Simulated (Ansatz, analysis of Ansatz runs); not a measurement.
# A hop of Mg in MgB2C2 (Pnnm), charge −2, part 2 of 3

Wanted: path and barrier of a jump of Mg in MgB2C2 (Pnnm) at charge −2. The case: V_Mg hop (2.8 Å), in a cell of 60 host atoms with 1 Mg taken out.

Ansatz 0.2.0; plane-wave PAW DFT, PBEsol; nudged elastic band between two relaxed defect structures at fixed charge in a uniform background.

So far: The starting structure; Relaxation of the start point, charge −2; Relaxation of the end point, charge −2.

## (4) Nudged elastic band, charge −2

5 movable images are laid between the ends on straight lines. Each image feels the true force across the path and a spring force along it. The highest image is set to climb to the top of the path.

This step: plane-wave PAW DFT, PBEsol; nudged elastic band between two relaxed defect structures at fixed charge in a uniform background.

File qm2.neb/input.yaml:

```yaml
crystal:
  lattice:
    - [4.61704896, 7.1710112, 0.0]
    - [-4.61704896, 7.1710112, 0.0]
    - [0.0, 0.0, 8.29768847]
  atoms:
    - { symbol: Mg, position: [-0.00023853, 0.50015222, 0.16725397] }
    - { symbol: Mg, position: [0.49980098, 0.00014997, 0.16727101] }
    - { symbol: Mg, position: [-7.349e-05, 6.904e-05, 0.00038545] }
    - { symbol: Mg, position: [0.49969536, 0.50016159, -0.01793261] }
    - { symbol: B, position: [0.30347729, 0.432815, 0.16725516] }
    - { symbol: B, position: [0.80264584, 0.93063405, 0.16726558] }
    - { symbol: B, position: [0.19697552, 0.06977156, 0.1672892] }
    - { symbol: B, position: [0.69598076, 0.56745215, 0.16727122] }
    - { symbol: B, position: [0.43344563, 0.80247108, -0.00019046] }
    - { symbol: B, position: [0.92880608, 0.30226525, 0.00056401] }
    - { symbol: B, position: [0.07070047, 0.69802542, 0.00055821] }
    - { symbol: B, position: [0.56607031, 0.19786663, -0.00017353] }
    - { symbol: C, position: [0.00589963, 0.21332062, 0.16726553] }
    - { symbol: C, position: [0.50797963, 0.71412846, 0.16727461] }
    - { symbol: C, position: [0.49151483, 0.28617875, 0.16728253] }
    - { symbol: C, position: [0.9936859, 0.786968, 0.1672682] }
    - { symbol: C, position: [0.21438134, 0.50873456, 0.00011621] }
    - { symbol: C, position: [0.71440447, 0.00709983, 0.00092678] }
    - { symbol: C, position: [0.28522446, 0.99326729, 0.00093379] }
    - { symbol: C, position: [0.78509876, 0.49156159, 0.00012582] }
    - { symbol: Mg, position: [-0.00037544, 0.50029116, 0.50136526] }
    - { symbol: Mg, position: [0.49979638, 0.00012904, 0.50157598] }
    - { symbol: Mg, position: [-0.000168, 0.0001635, 0.33413656] }
    - { symbol: Mg, position: [0.49958091, 0.50024363, 0.35255429] }
    - { symbol: B, position: [0.30188902, 0.4300537, 0.5036555] }
    - { symbol: B, position: [0.8025457, 0.93126006, 0.50092849] }
    - { symbol: B, position: [0.1970676, 0.06909136, 0.50094617] }
    - { symbol: B, position: [0.69750951, 0.57010707, 0.50367937] }
    - { symbol: B, position: [0.43350271, 0.80247163, 0.33472367] }
    - { symbol: B, position: [0.92883716, 0.30227234, 0.33399748] }
    - { symbol: B, position: [0.07071797, 0.69803532, 0.33399399] }
    - { symbol: B, position: [0.56606433, 0.1978602, 0.334715] }
    - { symbol: C, position: [0.00611109, 0.21375962, 0.50053776] }
    - { symbol: C, position: [0.51234406, 0.71850142, 0.50043028] }
    - { symbol: C, position: [0.48716092, 0.28180679, 0.5004189] }
    - { symbol: C, position: [0.99354523, 0.78661263, 0.50055255] }
    - { symbol: C, position: [0.21434565, 0.50869366, 0.33440724] }
    - { symbol: C, position: [0.71441652, 0.00711176, 0.33361815] }
    - { symbol: C, position: [0.28521144, 0.99324601, 0.33363086] }
    - { symbol: C, position: [0.78510485, 0.49155597, 0.33440931] }
    - { symbol: Mg, position: [-0.00026822, 0.50014104, 0.83316244] }
    - { symbol: Mg, position: [0.49984976, 0.00010274, 0.83294555] }
    - { symbol: Mg, position: [-0.00010991, 0.00010112, 0.66726859] }
    - { symbol: B, position: [0.30193001, 0.43012543, 0.83084029] }
    - { symbol: B, position: [0.80254534, 0.93125735, 0.83362615] }
    - { symbol: B, position: [0.19706251, 0.0691112, 0.83362312] }
    - { symbol: B, position: [0.69750559, 0.57012517, 0.83086673] }
    - { symbol: B, position: [0.43372032, 0.79727837, 0.66726831] }
    - { symbol: B, position: [0.92861085, 0.3047729, 0.66727511] }
    - { symbol: B, position: [0.07096441, 0.69549222, 0.66727412] }
    - { symbol: B, position: [0.56584492, 0.20308337, 0.66726255] }
    - { symbol: C, position: [0.00607108, 0.21372991, 0.83400277] }
    - { symbol: C, position: [0.5122972, 0.71848546, 0.83413123] }
    - { symbol: C, position: [0.48719693, 0.28184028, 0.83412241] }
    - { symbol: C, position: [0.99350629, 0.78657521, 0.83398284] }
    - { symbol: C, position: [0.20937419, 0.50436185, 0.66724118] }
    - { symbol: C, position: [0.71469639, 0.00992675, 0.66727257] }
    - { symbol: C, position: [0.2848874, 0.99040339, 0.66729326] }
    - { symbol: C, position: [0.79000086, 0.49580972, 0.66727601] }
total_charge: -2
basis:
  ecutwfc: 420
  xc_grid: 2
hamiltonian:
  xc: pbesol
kpoints:
  mp_grid: { grid: [1, 1, 1] }
scf:
  occupations: { method: fixed }
  max_iter: 80
output:
  forces: true
neb:
  images: 5
  f_tol: 0.05
  climbing: true
  initial_path: linear
  max_iterations: 45
  order_check: false
  final_atoms:
    - { symbol: Mg, position: [-0.00020157, 0.50017259, 0.16787377] }
    - { symbol: Mg, position: [0.49981246, 0.00013799, 0.16807114] }
[... 21 atom lines left out ...]
    - { symbol: Mg, position: [0.49980568, 0.50014601, 0.64847004] }
    - { symbol: B, position: [0.30205871, 0.42992039, 0.49741017] }
[... 2 atom lines left out ...]
    - { symbol: B, position: [0.69753153, 0.57040334, 0.49740059] }
    - { symbol: B, position: [0.43374276, 0.79743983, 0.33379213] }
[... 2 atom lines left out ...]
    - { symbol: B, position: [0.56584889, 0.20287853, 0.33378736] }
[... 1 atom line left out ...]
    - { symbol: C, position: [0.51228644, 0.71862515, 0.50064034] }
    - { symbol: C, position: [0.48731172, 0.28170115, 0.50063406] }
[... 1 atom line left out ...]
    - { symbol: C, position: [0.20960621, 0.50437675, 0.33378757] }
[... 2 atom lines left out ...]
    - { symbol: C, position: [0.78999851, 0.49597029, 0.33378208] }
[... 7 atom lines left out ...]
    - { symbol: B, position: [0.43339103, 0.80261928, 0.66633229] }
[... 2 atom lines left out ...]
    - { symbol: B, position: [0.5661855, 0.19769037, 0.66632691] }
[... 7 atom lines left out ...]
    - { symbol: C, position: [0.78514277, 0.49178767, 0.66664561] }
```

Command:

```sh
$ ansatz run input.yaml --threads 4 --pin off --max-ram 7536MiB --backend cpu --events-out ev --progress --plain --runs-dir out
```

Numbers of over 12 decimals in the logs are rounded to 6 here.

Output:

```text
[...]
Warning: neb: disabling space-group detection — the band's intermediate images generally break the endpoint symmetry, so no spatial operation reduces the k-mesh or symmetrises the density, except that a semilocal band can use its path's symmetry ahead of [...]
[...]
parallel-image band execution: 4 concurrent image workers
NEB image 0
Crystal: 59 atoms, lattice volume = 549.455 Å³
Basis set: ecut = 420 eV, 10723 PW (Γ), exchange–correlation on 120×120×120 points (8 copies of the dense FFT grid, shifted against one another)
Bands: 199, of which v1, the nominal top of the filled ones, is band 140 counted from 1 (139 counted from 0)
Symmetry: 1 space group operations
k-points: 1
[...]
SCF iter   1: F=—  HF=-30608.708342 eV  |F-HF|=—  |Δ(HF+E_count)|=         —  Δρ=1.64e-2  dr2=1.32e0  ethr=1.77e-3  ⟨swp⟩=5.0  Hψ=663  notcnv=0  defer=57
[...]
SCF iter   8: F=-30608.209891 eV  HF=-30608.209891 eV  |F-HF|=5.56e-9  |Δ(HF+E_count)|=   6.18e-7  Δρ=3.16e-6  dr2=6.08e-8  ethr=3.57e-11  ⟨swp⟩=3.0  Hψ=682  notcnv=0
SCF 1 converged in 8 iterations: F = -30608.209891 eV  dr2 = 6.08e-8
[...]
NSCF: frozen V_eff on 1 k-points
NEB image 6
SCF iter   1: F=—  HF=-30608.708423 eV  |F-HF|=—  |Δ(HF+E_count)|=         —  Δρ=1.64e-2  dr2=1.32e0  ethr=1.77e-3  ⟨swp⟩=5.0  Hψ=663  notcnv=0  defer=57
[...]
SCF iter   8: F=-30608.210002 eV  HF=-30608.210002 eV  |F-HF|=5.42e-9  |Δ(HF+E_count)|=   6.11e-7  Δρ=3.16e-6  dr2=6.08e-8  ethr=3.57e-11  ⟨swp⟩=3.0  Hψ=682  notcnv=0
SCF 2 converged in 8 iterations: F = -30608.210002 eV  dr2 = 6.08e-8
[...]
NEB end point (image 0): max|allowed force component| = 1.719e-2 eV/Å (the criterion of neb.relax_end_points is 1.000e-2)
NEB end point (image 6): max|allowed force component| = 4.791e-3 eV/Å (the criterion of neb.relax_end_points is 1.000e-2)
NEB image 1
SCF iter   1: F=—  HF=-30608.229385 eV  |F-HF|=—  |Δ(HF+E_count)|=         —  Δρ=1.63e-2  dr2=1.24e0  ethr=1.77e-3  ⟨swp⟩=5.0  Hψ=662  notcnv=0  defer=57
[...]
SCF iter   8: F=-30607.746797 eV  HF=-30607.746797 eV  |F-HF|=7.37e-9  |Δ(HF+E_count)|=   3.68e-7  Δρ=3.00e-6  dr2=5.39e-8  ethr=3.57e-11  ⟨swp⟩=3.0  Hψ=717  notcnv=0
SCF 3 converged in 8 iterations: F = -30607.746797 eV  dr2 = 5.39e-8
NEB image 2
SCF iter   1: F=—  HF=-30607.276748 eV  |F-HF|=—  |Δ(HF+E_count)|=         —  Δρ=1.63e-2  dr2=1.22e0  ethr=1.77e-3  ⟨swp⟩=5.0  Hψ=621  notcnv=0  defer=56
[...]
SCF iter   8: F=-30606.795429 eV  HF=-30606.795429 eV  |F-HF|=4.71e-9  |Δ(HF+E_count)|=   1.80e-7  Δρ=2.67e-6  dr2=4.36e-8  ethr=3.57e-11  ⟨swp⟩=3.0  Hψ=715  notcnv=0
SCF 4 converged in 8 iterations: F = -30606.795429 eV  dr2 = 4.36e-8
NEB image 3
SCF iter   1: F=—  HF=-30606.781759 eV  |F-HF|=—  |Δ(HF+E_count)|=         —  Δρ=1.64e-2  dr2=1.23e0  ethr=1.77e-3  ⟨swp⟩=5.0  Hψ=621  notcnv=0  defer=56
[...]
SCF iter   8: F=-30606.293328 eV  HF=-30606.293328 eV  |F-HF|=4.22e-10  |Δ(HF+E_count)|=   1.79e-7  Δρ=2.59e-6  dr2=3.85e-8  ethr=3.57e-11  ⟨swp⟩=3.0  Hψ=716  notcnv=0
SCF 5 converged in 8 iterations: F = -30606.293328 eV  dr2 = 3.85e-8
NEB image 4
SCF iter   1: F=—  HF=-30607.277151 eV  |F-HF|=—  |Δ(HF+E_count)|=         —  Δρ=1.63e-2  dr2=1.22e0  ethr=1.77e-3  ⟨swp⟩=5.0  Hψ=621  notcnv=0  defer=56
[...]
SCF iter   8: F=-30606.795716 eV  HF=-30606.795716 eV  |F-HF|=4.41e-9  |Δ(HF+E_count)|=   1.80e-7  Δρ=2.67e-6  dr2=4.35e-8  ethr=3.57e-11  ⟨swp⟩=3.0  Hψ=715  notcnv=0
SCF 6 converged in 8 iterations: F = -30606.795716 eV  dr2 = 4.35e-8
NEB image 5
SCF iter   1: F=—  HF=-30608.229540 eV  |F-HF|=—  |Δ(HF+E_count)|=         —  Δρ=1.63e-2  dr2=1.24e0  ethr=1.77e-3  ⟨swp⟩=5.0  Hψ=662  notcnv=0  defer=57
[...]
SCF iter   8: F=-30607.746855 eV  HF=-30607.746855 eV  |F-HF|=6.99e-9  |Δ(HF+E_count)|=   3.63e-7  Δρ=3.00e-6  dr2=5.37e-8  ethr=3.57e-11  ⟨swp⟩=3.0  Hψ=717  notcnv=0
SCF 7 converged in 8 iterations: F = -30607.746855 eV  dr2 = 5.37e-8
NEB iter   1: max|band force component| = 2.887e0 eV/Å  barrier→ = 1.9166 eV  barrier← = 1.9167 eV  Δτ_max = 0.1110 Å  (56 SCF iters)
NEB image 1
[...]
SCF iter   7: F=-30607.885269 eV  HF=-30607.885269 eV  |F-HF|=3.53e-9  |Δ(HF+E_count)|=   1.05e-7  Δρ=1.14e-6  dr2=9.79e-9  ethr=3.57e-11  ⟨swp⟩=4.0  Hψ=537  notcnv=0
SCF 8 converged in 7 iterations: F = -30607.885269 eV  dr2 = 9.79e-9
NEB image 2
[...]
SCF iter   7: F=-30607.255686 eV  HF=-30607.255686 eV  |F-HF|=3.58e-9  |Δ(HF+E_count)|=   1.86e-7  Δρ=1.58e-6  dr2=1.79e-8  ethr=3.57e-11  ⟨swp⟩=4.0  Hψ=601  notcnv=0
SCF 9 converged in 7 iterations: F = -30607.255686 eV  dr2 = 1.79e-8
NEB image 3
[...]
SCF iter   7: F=-30606.936390 eV  HF=-30606.936390 eV  |F-HF|=2.64e-9  |Δ(HF+E_count)|=   2.11e-7  Δρ=1.70e-6  dr2=2.07e-8  ethr=3.57e-11  ⟨swp⟩=4.0  Hψ=579  notcnv=0
SCF 10 converged in 7 iterations: F = -30606.936390 eV  dr2 = 2.07e-8
NEB image 4
[...]
SCF iter   7: F=-30607.255310 eV  HF=-30607.255310 eV  |F-HF|=3.62e-9  |Δ(HF+E_count)|=   1.81e-7  Δρ=1.60e-6  dr2=1.78e-8  ethr=3.57e-11  ⟨swp⟩=4.0  Hψ=555  notcnv=0
SCF 11 converged in 7 iterations: F = -30607.255310 eV  dr2 = 1.78e-8
NEB image 5
[...]
SCF iter   7: F=-30607.884764 eV  HF=-30607.884764 eV  |F-HF|=3.31e-9  |Δ(HF+E_count)|=   1.00e-7  Δρ=1.12e-6  dr2=9.69e-9  ethr=3.57e-11  ⟨swp⟩=4.0  Hψ=537  notcnv=0
SCF 12 converged in 7 iterations: F = -30607.884764 eV  dr2 = 9.69e-9
NEB iter   2: max|band force component| = 1.094e0 eV/Å  barrier→ = 1.2735 eV  barrier← = 1.2736 eV  Δτ_max = 0.0793 Å  (35 SCF iters)
NEB image 1
[...]
SCF iter   7: F=-30607.927190 eV  HF=-30607.927190 eV  |F-HF|=4.44e-10  |Δ(HF+E_count)|=   1.82e-7  Δρ=1.49e-6  dr2=1.71e-8  ethr=3.57e-11  ⟨swp⟩=4.0  Hψ=574  notcnv=0
SCF 13 converged in 7 iterations: F = -30607.927190 eV  dr2 = 1.71e-8
NEB image 2
[...]
SCF iter   7: F=-30607.379113 eV  HF=-30607.379113 eV  |F-HF|=2.58e-9  |Δ(HF+E_count)|=   3.52e-7  Δρ=2.11e-6  dr2=3.33e-8  ethr=3.57e-11  ⟨swp⟩=4.0  Hψ=612  notcnv=0
SCF 14 converged in 7 iterations: F = -30607.379113 eV  dr2 = 3.33e-8
NEB image 3
[...]
SCF iter   7: F=-30607.108207 eV  HF=-30607.108207 eV  |F-HF|=1.83e-9  |Δ(HF+E_count)|=   4.04e-7  Δρ=2.31e-6  dr2=3.85e-8  ethr=3.57e-11  ⟨swp⟩=4.0  Hψ=579  notcnv=0
SCF 15 converged in 7 iterations: F = -30607.108207 eV  dr2 = 3.85e-8
NEB image 4
[...]
NEB image 1
[...]
SCF iter   5: F=-30607.931576 eV  HF=-30607.931576 eV  |F-HF|=2.29e-10  |Δ(HF+E_count)|=   9.84e-9  Δρ=1.46e-6  dr2=1.41e-8  ethr=3.57e-11  ⟨swp⟩=4.0  Hψ=483  notcnv=0
SCF 23 converged in 5 iterations: F = -30607.931576 eV  dr2 = 1.41e-8
NEB image 2
[...]
SCF iter   5: F=-30607.386551 eV  HF=-30607.386551 eV  |F-HF|=3.48e-9  |Δ(HF+E_count)|=   1.29e-8  Δρ=1.97e-6  dr2=2.36e-8  ethr=3.57e-11  ⟨swp⟩=4.0  Hψ=492  notcnv=0
SCF 24 converged in 5 iterations: F = -30607.386551 eV  dr2 = 2.36e-8
NEB image 3
[...]
SCF iter   5: F=-30607.116843 eV  HF=-30607.116843 eV  |F-HF|=6.77e-10  |Δ(HF+E_count)|=   1.20e-8  Δρ=1.97e-6  dr2=2.62e-8  ethr=3.57e-11  ⟨swp⟩=4.0  Hψ=535  notcnv=0
SCF 25 converged in 5 iterations: F = -30607.116843 eV  dr2 = 2.62e-8
NEB image 4
[...]
SCF iter   5: F=-30607.385882 eV  HF=-30607.385882 eV  |F-HF|=3.47e-9  |Δ(HF+E_count)|=   1.35e-8  Δρ=1.97e-6  dr2=2.35e-8  ethr=3.57e-11  ⟨swp⟩=4.0  Hψ=492  notcnv=0
SCF 26 converged in 5 iterations: F = -30607.385882 eV  dr2 = 2.35e-8
NEB image 5
[...]
SCF iter   5: F=-30607.930336 eV  HF=-30607.930336 eV  |F-HF|=1.16e-10  |Δ(HF+E_count)|=   1.23e-8  Δρ=1.46e-6  dr2=1.40e-8  ethr=3.57e-11  ⟨swp⟩=4.0  Hψ=485  notcnv=0
SCF 27 converged in 5 iterations: F = -30607.930336 eV  dr2 = 1.40e-8
NEB image 1
[...]
NEB image 2
[...]
NEB image 4
[...]
NEB image 5
[...]
NEB image 3
[...]
the band table was solved once a step of the walk had ended and its energy, with any forces and stress, was formed, with the checks that follow a solve (961 applications of the Hamiltonian). They found nothing against the state; [...]
NEB iter   5: max|band force component| = 2.817e-2 eV/Å  barrier→ = 1.0930 eV  barrier← = 1.0932 eV  CI = image 3  Δτ_max = 0.0000 Å  (25 SCF iters)
SCF converged after 5 iterations
Free energy (F): -30607.116843 eV
[...]
Internal energy: -30607.116843 eV  (E = F + TS)
E sigma→0 (E₀):  -30607.116843 eV
Fermi energy:    7.876685 eV
[...]
--- Forces (eV/Å), atoms counted from 1 ---
  atom   1  Mg     0.00000323     0.00001674     0.00070356
  atom   2  Mg    -0.00007254     0.00005127    -0.00352247
  [... 21 atoms left out ...]
  atom  24  Mg    -0.00002830    -0.00002451    -0.00018910
  atom  25  B      0.02815860     0.00480757     0.00000985
  [... 2 atoms left out ...]
  atom  28  B     -0.02816908    -0.00476994     0.00004945
  atom  29  B     -0.01076375     0.00324942    -0.00391844
  [... 2 atoms left out ...]
  atom  32  B      0.01080387    -0.00323840    -0.00388802
  [... 1 atom left out ...]
  atom  34  C      0.01549252    -0.00637838     0.00008014
  atom  35  C     -0.01544359     0.00642366     0.00009063
  [... 4 atoms left out ...]
  atom  40  C      0.00029367    -0.00205681    -0.00307897
  [... 7 atoms left out ...]
  atom  48  B     -0.01082495     0.00319933     0.00386735
  [... 2 atoms left out ...]
  atom  51  B      0.01084195    -0.00314425     0.00383099
  [... 8 atoms left out ...]
  max |Σ_I F_I| component: 2.19e-6 eV/Å
--- Band table (eV) ---
[...]
this run last wrote the band of iteration 5 to <dir>
--- NEB band (7 images, 5 band iterations, 181 SCF iterations) ---
  forward barrier  = 1.093048 eV
  backward barrier = 1.093159 eV
  climbing image's point = of an order that was not read
  energies are F+E_penalty+E_count in eV, relative to image 0
  image     s (Å)  Δ vs image 0  max|band force component| (eV/Å)
      0    0.0000      0.000000                                 —
      1    0.4375      0.278314                          1.140e-2
      2    0.8748      0.823339                          2.143e-2
  *   3    1.3120      1.093048                          2.817e-2
      4    1.7487      0.824009                          2.123e-2
      5    2.1856      0.279554                          1.114e-2
      6    2.6225     -0.000111                                 —
  climbing-image geometry (image 3):
  cell:  # Å, volume = 549.4548 Å³
    - [4.61704896, 7.1710112, 0.0]
    - [-4.61704896, 7.1710112, 0.0]
    - [0.0, 0.0, 8.29768847]
  atoms:
    - { symbol: Mg, position: [-0.000223, 0.500157, 0.166263] }
    - { symbol: Mg, position: [0.499788, 0.000154, 0.166292] }
    - { symbol: Mg, position: [-0.000198, 0.000147, 0.000529] }
    - { symbol: Mg, position: [0.499774, 0.500160, 0.000530] }
    - { symbol: B, position: [0.304192, 0.430545, 0.169401] }
    - { symbol: B, position: [0.803919, 0.930048, 0.167357] }
    - { symbol: B, position: [0.195653, 0.070274, 0.167357] }
    - { symbol: B, position: [0.695365, 0.569761, 0.169401] }
    - { symbol: B, position: [0.433009, 0.803501, 0.000529] }
    - { symbol: B, position: [0.927223, 0.302740, 0.000529] }
    - { symbol: B, position: [0.072340, 0.697570, 0.000529] }
    - { symbol: B, position: [0.566554, 0.196814, 0.000529] }
    - { symbol: C, position: [0.004352, 0.214315, 0.167291] }
    - { symbol: C, position: [0.510577, 0.718279, 0.167166] }
    - { symbol: C, position: [0.488982, 0.282034, 0.167166] }
    - { symbol: C, position: [0.995218, 0.785999, 0.167292] }
    - { symbol: C, position: [0.216545, 0.508927, 0.000530] }
    - { symbol: C, position: [0.715814, 0.006149, 0.000530] }
    - { symbol: C, position: [0.283758, 0.994171, 0.000529] }
    - { symbol: C, position: [0.783011, 0.491379, 0.000529] }
    - { symbol: Mg, position: [-0.000236, 0.500176, 0.500530] }
    - { symbol: Mg, position: [0.499787, 0.000156, 0.500529] }
    - { symbol: Mg, position: [-0.000213, 0.000157, 0.333650] }
    - { symbol: Mg, position: [0.499717, 0.500196, 0.500521] }
    - { symbol: B, position: [0.290588, 0.416551, 0.500530] }
    - { symbol: B, position: [0.802747, 0.930473, 0.500530] }
    - { symbol: B, position: [0.196824, 0.069851, 0.500529] }
    - { symbol: B, position: [0.708956, 0.583736, 0.500529] }
    - { symbol: B, position: [0.436103, 0.803337, 0.332845] }
    - { symbol: B, position: [0.928296, 0.305259, 0.333964] }
    - { symbol: B, position: [0.071269, 0.695052, 0.333964] }
    - { symbol: B, position: [0.563461, 0.196982, 0.332846] }
    - { symbol: C, position: [0.005264, 0.214956, 0.500529] }
    - { symbol: C, position: [0.522353, 0.731392, 0.500529] }
    - { symbol: C, position: [0.477207, 0.268924, 0.500529] }
    - { symbol: C, position: [0.994305, 0.785357, 0.500529] }
    - { symbol: C, position: [0.209628, 0.502460, 0.334638] }
    - { symbol: C, position: [0.715394, 0.007484, 0.333334] }
    - { symbol: C, position: [0.284178, 0.992838, 0.333334] }
    - { symbol: C, position: [0.789928, 0.497846, 0.334636] }
    - { symbol: Mg, position: [-0.000223, 0.500156, 0.834796] }
    - { symbol: Mg, position: [0.499792, 0.000149, 0.834766] }
    - { symbol: Mg, position: [-0.000203, 0.000150, 0.667408] }
    - { symbol: B, position: [0.304192, 0.430545, 0.831658] }
    - { symbol: B, position: [0.803919, 0.930049, 0.833702] }
    - { symbol: B, position: [0.195654, 0.070274, 0.833701] }
    - { symbol: B, position: [0.695365, 0.569760, 0.831657] }
    - { symbol: B, position: [0.436103, 0.803336, 0.668213] }
    - { symbol: B, position: [0.928296, 0.305258, 0.667093] }
    - { symbol: B, position: [0.071268, 0.695051, 0.667095] }
    - { symbol: B, position: [0.563460, 0.196982, 0.668213] }
    - { symbol: C, position: [0.004352, 0.214315, 0.833767] }
    - { symbol: C, position: [0.510578, 0.718280, 0.833892] }
    - { symbol: C, position: [0.488981, 0.282033, 0.833893] }
    - { symbol: C, position: [0.995217, 0.785999, 0.833767] }
    - { symbol: C, position: [0.209628, 0.502460, 0.666421] }
    - { symbol: C, position: [0.715394, 0.007485, 0.667725] }
    - { symbol: C, position: [0.284178, 0.992838, 0.667724] }
    - { symbol: C, position: [0.789927, 0.497844, 0.666422] }
```

Elapsed: 48 s, on 4 threads of Intel Xeon Platinum 8488C (Sapphire Rapids), shared host; peak memory 1.9 GiB.

(Part 2 of 3 ends here.)

[Logs are printed without paths, hosts, clocks, repeated set-up lines and the standing remarks that a program may print on its own settings, such as how far it seeks lower states.]

[Hosts, paths, dates, database ids (printed as entryN), source tags and the programs' standing remarks are cut or masked in the printed files.]
